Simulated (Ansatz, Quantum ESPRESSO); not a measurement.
# Y2COF MXene, 1 layer: response to a perpendicular field, part 6 of 7

Aim: how Y2COF MXene, 1 layer screens a field along its normal, and what the field does to its bands.

Quantum ESPRESSO 7.5; plane-wave DFT, PBE, GBRV ultrasoft pseudopotentials; geometry and cross-check by Ansatz 0.2.0 with PAW datasets.

So far. Step 14 (Density by pp.x): The density integrates to 39.000 electrons, as the 39 of the input ask. Step 19 (Cross-check with Ansatz: field 0.1 V/Å): At 0.1 V/Å Ansatz's dipole is -0.0564 e Å against -0.0554 from pw.x.

### 22. SCF with pw.x, with ecutwfc = 20, ecutrho = 100 and eopreg = 0.02

How much does a setting matter? One run is repeated with a change.

Level of this step: plane-wave DFT, PBE, GBRV ultrasoft pseudopotentials (Quantum ESPRESSO 7.5).

Contents of f1.w0.in:

```
&control
  prefix = 'f1.w0'
  outdir = './out'
  pseudo_dir = './pseudo'
  calculation = 'scf'
  tprnfor = .true.
  tefield = .true.
  dipfield = .true.
/
&system
  ibrav = 0
  nat = 5
  ntyp = 4
  ecutwfc = 20
  ecutrho = 100
  occupations = 'smearing'
  smearing = 'fd'
  degauss = 0.004
  edir = 3
  emaxpos = 0.97
  eopreg = 0.02
  eamp = 0.00194469
/
&electrons
  conv_thr = 1e-09
  mixing_beta = 0.4
  electron_maxstep = 120
  mixing_mode = 'plain'
/
ATOMIC_SPECIES
  F   18.9984  f_pbe_v1.4.uspp.F.UPF
  Y   88.9058  y_pbe_v1.4.uspp.F.UPF
  C   12.0110  c_pbe_v1.2.uspp.F.UPF
  O   15.9990  o_pbe_v1.2.uspp.F.UPF
CELL_PARAMETERS angstrom
  3.54630680050312 0.00000000000000 0.00000000000000
  -1.77315340025156 3.07119177884921 -0.00000000000000
  0.00000000000000 0.00000000000000 22.08373083160000
ATOMIC_POSITIONS crystal
  F   0.333333333333 0.666666666667 0.378674551785
  Y   0.666666666667 0.333333333333 0.432768353352
  C   -0.000000000000 -0.000000000000 0.492862234641
  Y   0.333333333333 0.666666666667 0.575268443728
  O   0.666666666667 0.333333333333 0.608274792994
K_POINTS automatic
  12 12 1 0 0 0
```

On the command line:

```bash
$ OMP_NUM_THREADS=1 mpirun -n 4 pw.x -nk 4 -in f1.w0.in > f1.w0.out
```

Output:

```text
[banner, memory and clock lines left out]
Program PWSCF v.7.5 starts
[citation notice left out]

[...]
bravais-lattice index     =            0
     lattice parameter (alat)  =       6.7015  a.u.
     unit-cell volume          =    1623.1262 (a.u.)^3
     number of atoms/cell      =            5
     number of atomic types    =            4
     number of electrons       =        39.00
     number of Kohn-Sham states=           24
     kinetic-energy cutoff     =      20.0000  Ry
     charge density cutoff     =     100.0000  Ry
     scf convergence threshold =      1.0E-09
     mixing beta               =       0.4000
     number of iterations used =            8  plain     mixing
     Exchange-correlation= SLA  PW   PBE  PBE
                           (   1   4   3   4   0   0   0)

[...]
PseudoPot. # 1 for F  read from file:
     ./pseudo/f_pbe_v1.4.uspp.F.UPF
     Pseudo is Ultrasoft, Zval =  7.0
     Generated by new atomic code, or converted to UPF format
     Using radial grid of  799 points,  4 beta functions with:
                l(1) =   0
                l(2) =   0
                l(3) =   1
                l(4) =   1
     Q(r) pseudized with  8 coefficients,  rinner =    0.950   0.950   0.950

     PseudoPot. # 2 for Y  read from file:
     ./pseudo/y_pbe_v1.4.uspp.F.UPF
     Pseudo is Ultrasoft + core correction, Zval = 11.0
     Generated by new atomic code, or converted to UPF format
     Using radial grid of  885 points,  6 beta functions with:
                l(1) =   0
                l(2) =   0
                l(3) =   1
                l(4) =   1
                l(5) =   2
                l(6) =   2
     Q(r) pseudized with  8 coefficients,  rinner =    1.200   1.200   1.200
                                                       1.200   1.200

     PseudoPot. # 3 for C  read from file:
     ./pseudo/c_pbe_v1.2.uspp.F.UPF
     Pseudo is Ultrasoft + core correction, Zval =  4.0
     Generated by new atomic code, or converted to UPF format
     Using radial grid of  721 points,  4 beta functions with:
                l(1) =   0
                l(2) =   0
                l(3) =   1
                l(4) =   1
     Q(r) pseudized with  8 coefficients,  rinner =    1.100   1.100   1.100

     PseudoPot. # 4 for O  read from file:
     ./pseudo/o_pbe_v1.2.uspp.F.UPF
     Pseudo is Ultrasoft + core correction, Zval =  6.0
     Generated by new atomic code, or converted to UPF format
     Using radial grid of  737 points,  5 beta functions with:
                l(1) =   0
                l(2) =   0
                l(3) =   1
                l(4) =   1
                l(5) =   2
     Q(r) pseudized with  8 coefficients,  rinner =    0.900   0.900   0.900
                                                       0.900   0.900

     atomic species   valence    mass     pseudopotential
     F                 7.00    18.99840     F ( 1.00)
     Y                11.00    88.90580     Y ( 1.00)
     C                 4.00    12.01100     C ( 1.00)
     O                 6.00    15.99900     O ( 1.00)

     No symmetry found

[...]
number of k points=    74  Fermi-Dirac smearing, width (Ry)=  0.0040
[...]
Dense  grid:    27469 G-vectors     FFT dimensions: (  24,  24, 135)

     Smooth grid:    19739 G-vectors     FFT dimensions: (  20,  20, 120)

     Check: negative core charge=   -0.000043

     Initial potential from superposition of free atoms

     starting charge      38.9910, renormalised to      39.0000

     negative rho (up, down):  1.886E-02 0.000E+00

     Adding external electric field

     Computed dipole along edir(3) :
        Dipole                0.0030 Ry au,          0.0076 Debye
        Dipole field          0.0000 Ry au,

        E field amplitude [Ha a.u.]:  1.9447E-03
        Potential amp.        0.1572 Ry
        Total length         40.8976 bohr

     Starting wfcs are   38 randomized atomic wfcs

     per-process dynamical memory:    44.7 Mb

     Self-consistent Calculation

     iteration #  1     ecut=    20.00 Ry     beta= 0.40
     Davidson diagonalization with overlap
     ethr =  1.00E-02,  avg # of iterations =  2.0

     negative rho (up, down):  1.821E-02 0.000E+00

     Adding external electric field

     Computed dipole along edir(3) :
        Dipole               -0.6355 Ry au,         -1.6152 Debye
        Dipole field         -0.0049 Ry au,

        E field amplitude [Ha a.u.]:  1.9447E-03
        Potential amp.        0.5615 Ry
        Total length         40.8976 bohr

     total energy              =    -277.63037745 Ry
     estimated scf accuracy    <       1.09174310 Ry

     iteration #  2     ecut=    20.00 Ry     beta= 0.40
[...]
negative rho (up, down):  1.757E-02 0.000E+00

[...]
Dipole                0.5491 Ry au,          1.3956 Debye
[...]
E field amplitude [Ha a.u.]:  1.9447E-03
[...]
total energy              =    -277.34402477 Ry
     estimated scf accuracy    <       3.21369239 Ry

     iteration #  3     ecut=    20.00 Ry     beta= 0.40
[...]
negative rho (up, down):  1.690E-02 0.000E+00

[...]
Dipole                0.1392 Ry au,          0.3538 Debye
[...]
E field amplitude [Ha a.u.]:  1.9447E-03
[...]
total energy              =    -277.88799162 Ry
     estimated scf accuracy    <       0.82434317 Ry

     iteration #  4     ecut=    20.00 Ry     beta= 0.40
[...]
negative rho (up, down):  1.769E-02 0.000E+00

[...]
Dipole               -0.0452 Ry au,         -0.1148 Debye
[...]
E field amplitude [Ha a.u.]:  1.9447E-03
[...]
total energy              =    -277.90378829 Ry
     estimated scf accuracy    <       0.14435858 Ry

     iteration #  5     ecut=    20.00 Ry     beta= 0.40
[...]
negative rho (up, down):  1.834E-02 0.000E+00

[...]
Dipole               -0.1277 Ry au,         -0.3245 Debye
[...]
E field amplitude [Ha a.u.]:  1.9447E-03
[...]
total energy              =    -277.91780598 Ry
     estimated scf accuracy    <       0.00952255 Ry

     iteration #  6     ecut=    20.00 Ry     beta= 0.40
[...]
c_bands:  1 eigenvalues not converged
[...]
negative rho (up, down):  1.846E-02 0.000E+00

[...]
Dipole               -0.0983 Ry au,         -0.2498 Debye
[...]
E field amplitude [Ha a.u.]:  1.9447E-03
[...]
total energy              =    -277.91966058 Ry
     estimated scf accuracy    <       0.00436986 Ry

[...]
iteration # 13     ecut=    20.00 Ry     beta= 0.40
[...]
negative rho (up, down):  1.866E-02 0.000E+00

[...]
Dipole               -0.0962 Ry au,         -0.2445 Debye
[...]
E field amplitude [Ha a.u.]:  1.9447E-03
[...]
total energy              =    -277.92014101 Ry
     estimated scf accuracy    <       0.00000002 Ry

     iteration # 14     ecut=    20.00 Ry     beta= 0.40
[...]
negative rho (up, down):  1.866E-02 0.000E+00

[...]
Dipole               -0.0962 Ry au,         -0.2445 Debye
[...]
E field amplitude [Ha a.u.]:  1.9447E-03
[...]
total energy              =    -277.92014102 Ry
     estimated scf accuracy    <          1.5E-09 Ry

     iteration # 15     ecut=    20.00 Ry     beta= 0.40
[...]
negative rho (up, down):  1.866E-02 0.000E+00

[...]
Dipole               -0.0962 Ry au,         -0.2446 Debye
[...]
E field amplitude [Ha a.u.]:  1.9447E-03
[...]
total energy              =    -277.92014103 Ry
     estimated scf accuracy    <          1.3E-09 Ry

     iteration # 16     ecut=    20.00 Ry     beta= 0.40
[...]
negative rho (up, down):  1.866E-02 0.000E+00

[...]
Dipole               -0.0962 Ry au,         -0.2445 Debye
[...]
E field amplitude [Ha a.u.]:  1.9447E-03
[...]
End of self-consistent calculation

          k = 0.0000 0.0000 0.0000 (  2447 PWs)   bands (ev):

   -42.2803 -40.9065 -25.5710 -22.1363 -22.0474 -22.0474 -21.2424 -20.7088
   -20.7088 -17.1013  -9.1045  -6.4207  -6.4207  -6.2703  -3.2611  -3.2611
    -2.9732  -1.4031  -0.2334  -0.2334   1.8057   2.4565   3.4094   3.4105

          k = 0.0000 0.0962 0.0000 (  2459 PWs)   bands (ev):

   -42.2762 -40.9018 -25.5785 -22.2111 -22.0568 -21.9961 -21.2521 -20.7868
   -20.7199 -17.0231  -9.0770  -6.4509  -6.4155  -6.2626  -3.3211  -3.2027
    -2.9047  -1.3498  -0.4388  -0.2680   1.9185   2.5515   3.2551   3.5145

[...]
the Fermi energy is    -0.5865 ev

!    total energy              =    -277.92014103 Ry
     estimated scf accuracy    <          1.6E-10 Ry
     smearing contrib. (-TS)   =      -0.00305682 Ry
     internal energy E=F+TS    =    -277.91708422 Ry

     The total energy is F=E-TS. E is the sum of the following terms:
     one-electron contribution =   -1719.31482095 Ry
     hartree contribution      =     865.14773832 Ry
     xc contribution           =     -74.97836663 Ry
     ewald contribution        =     651.22791935 Ry
     electric field correction =       0.00044568 Ry

     convergence has been achieved in  16 iterations

     negative rho (up, down):  1.866E-02 0.000E+00

     Forces acting on atoms (cartesian axes, Ry/au):

     atom    1 type  1   force =     0.00000004   -0.00000000    0.00354813
     atom    2 type  2   force =    -0.00000005    0.00000001   -0.00463233
     atom    3 type  3   force =     0.00000005   -0.00000001   -0.00183250
     atom    4 type  2   force =    -0.00000009    0.00000004    0.00961792
     atom    5 type  4   force =     0.00000005   -0.00000004   -0.00670123

     Total force =     0.013222     Total SCF correction =     0.000060

[...]
```

Elapsed: 22 s, on 4 MPI ranks of Arm Neoverse V2, shared host; peak memory 0.38 GiB.

The changed values were drawn from a wide range, not chosen for quality; the comparison shows what they did here together.

Beside the run it was changed from:

```
                     quantity   this run  unchanged run  difference
dipole along the normal (e·Å)   -0.05090       -0.05544      0.0045
             free energy (eV)  -3781.296      -3789.039         7.7
                wall time (s)         22             69            
               SCF iterations         16             10
```

The free energy moves by +1.5e+03 meV an atom.

This run starts from superposed atoms, the unchanged one from a saved density, so their iteration counts don't compare.

The physical values in this table move by up to 8.2 %.

(Part 6 of 7 ends here.)

[Logs are printed without paths, hosts, clocks, repeated set-up lines and the standing remarks that a program may print on its own settings, such as how far it seeks lower states.]

[Hosts, paths, dates, database ids (printed as entryN), source tags and the programs' standing remarks are cut or masked in the printed files.]

[Maps of the electrostatic potential energy from Ansatz leave out the sawtooth potential of an applied field or a dipole correction, so their vacuum need not be flat; planar profiles and work functions include it.]
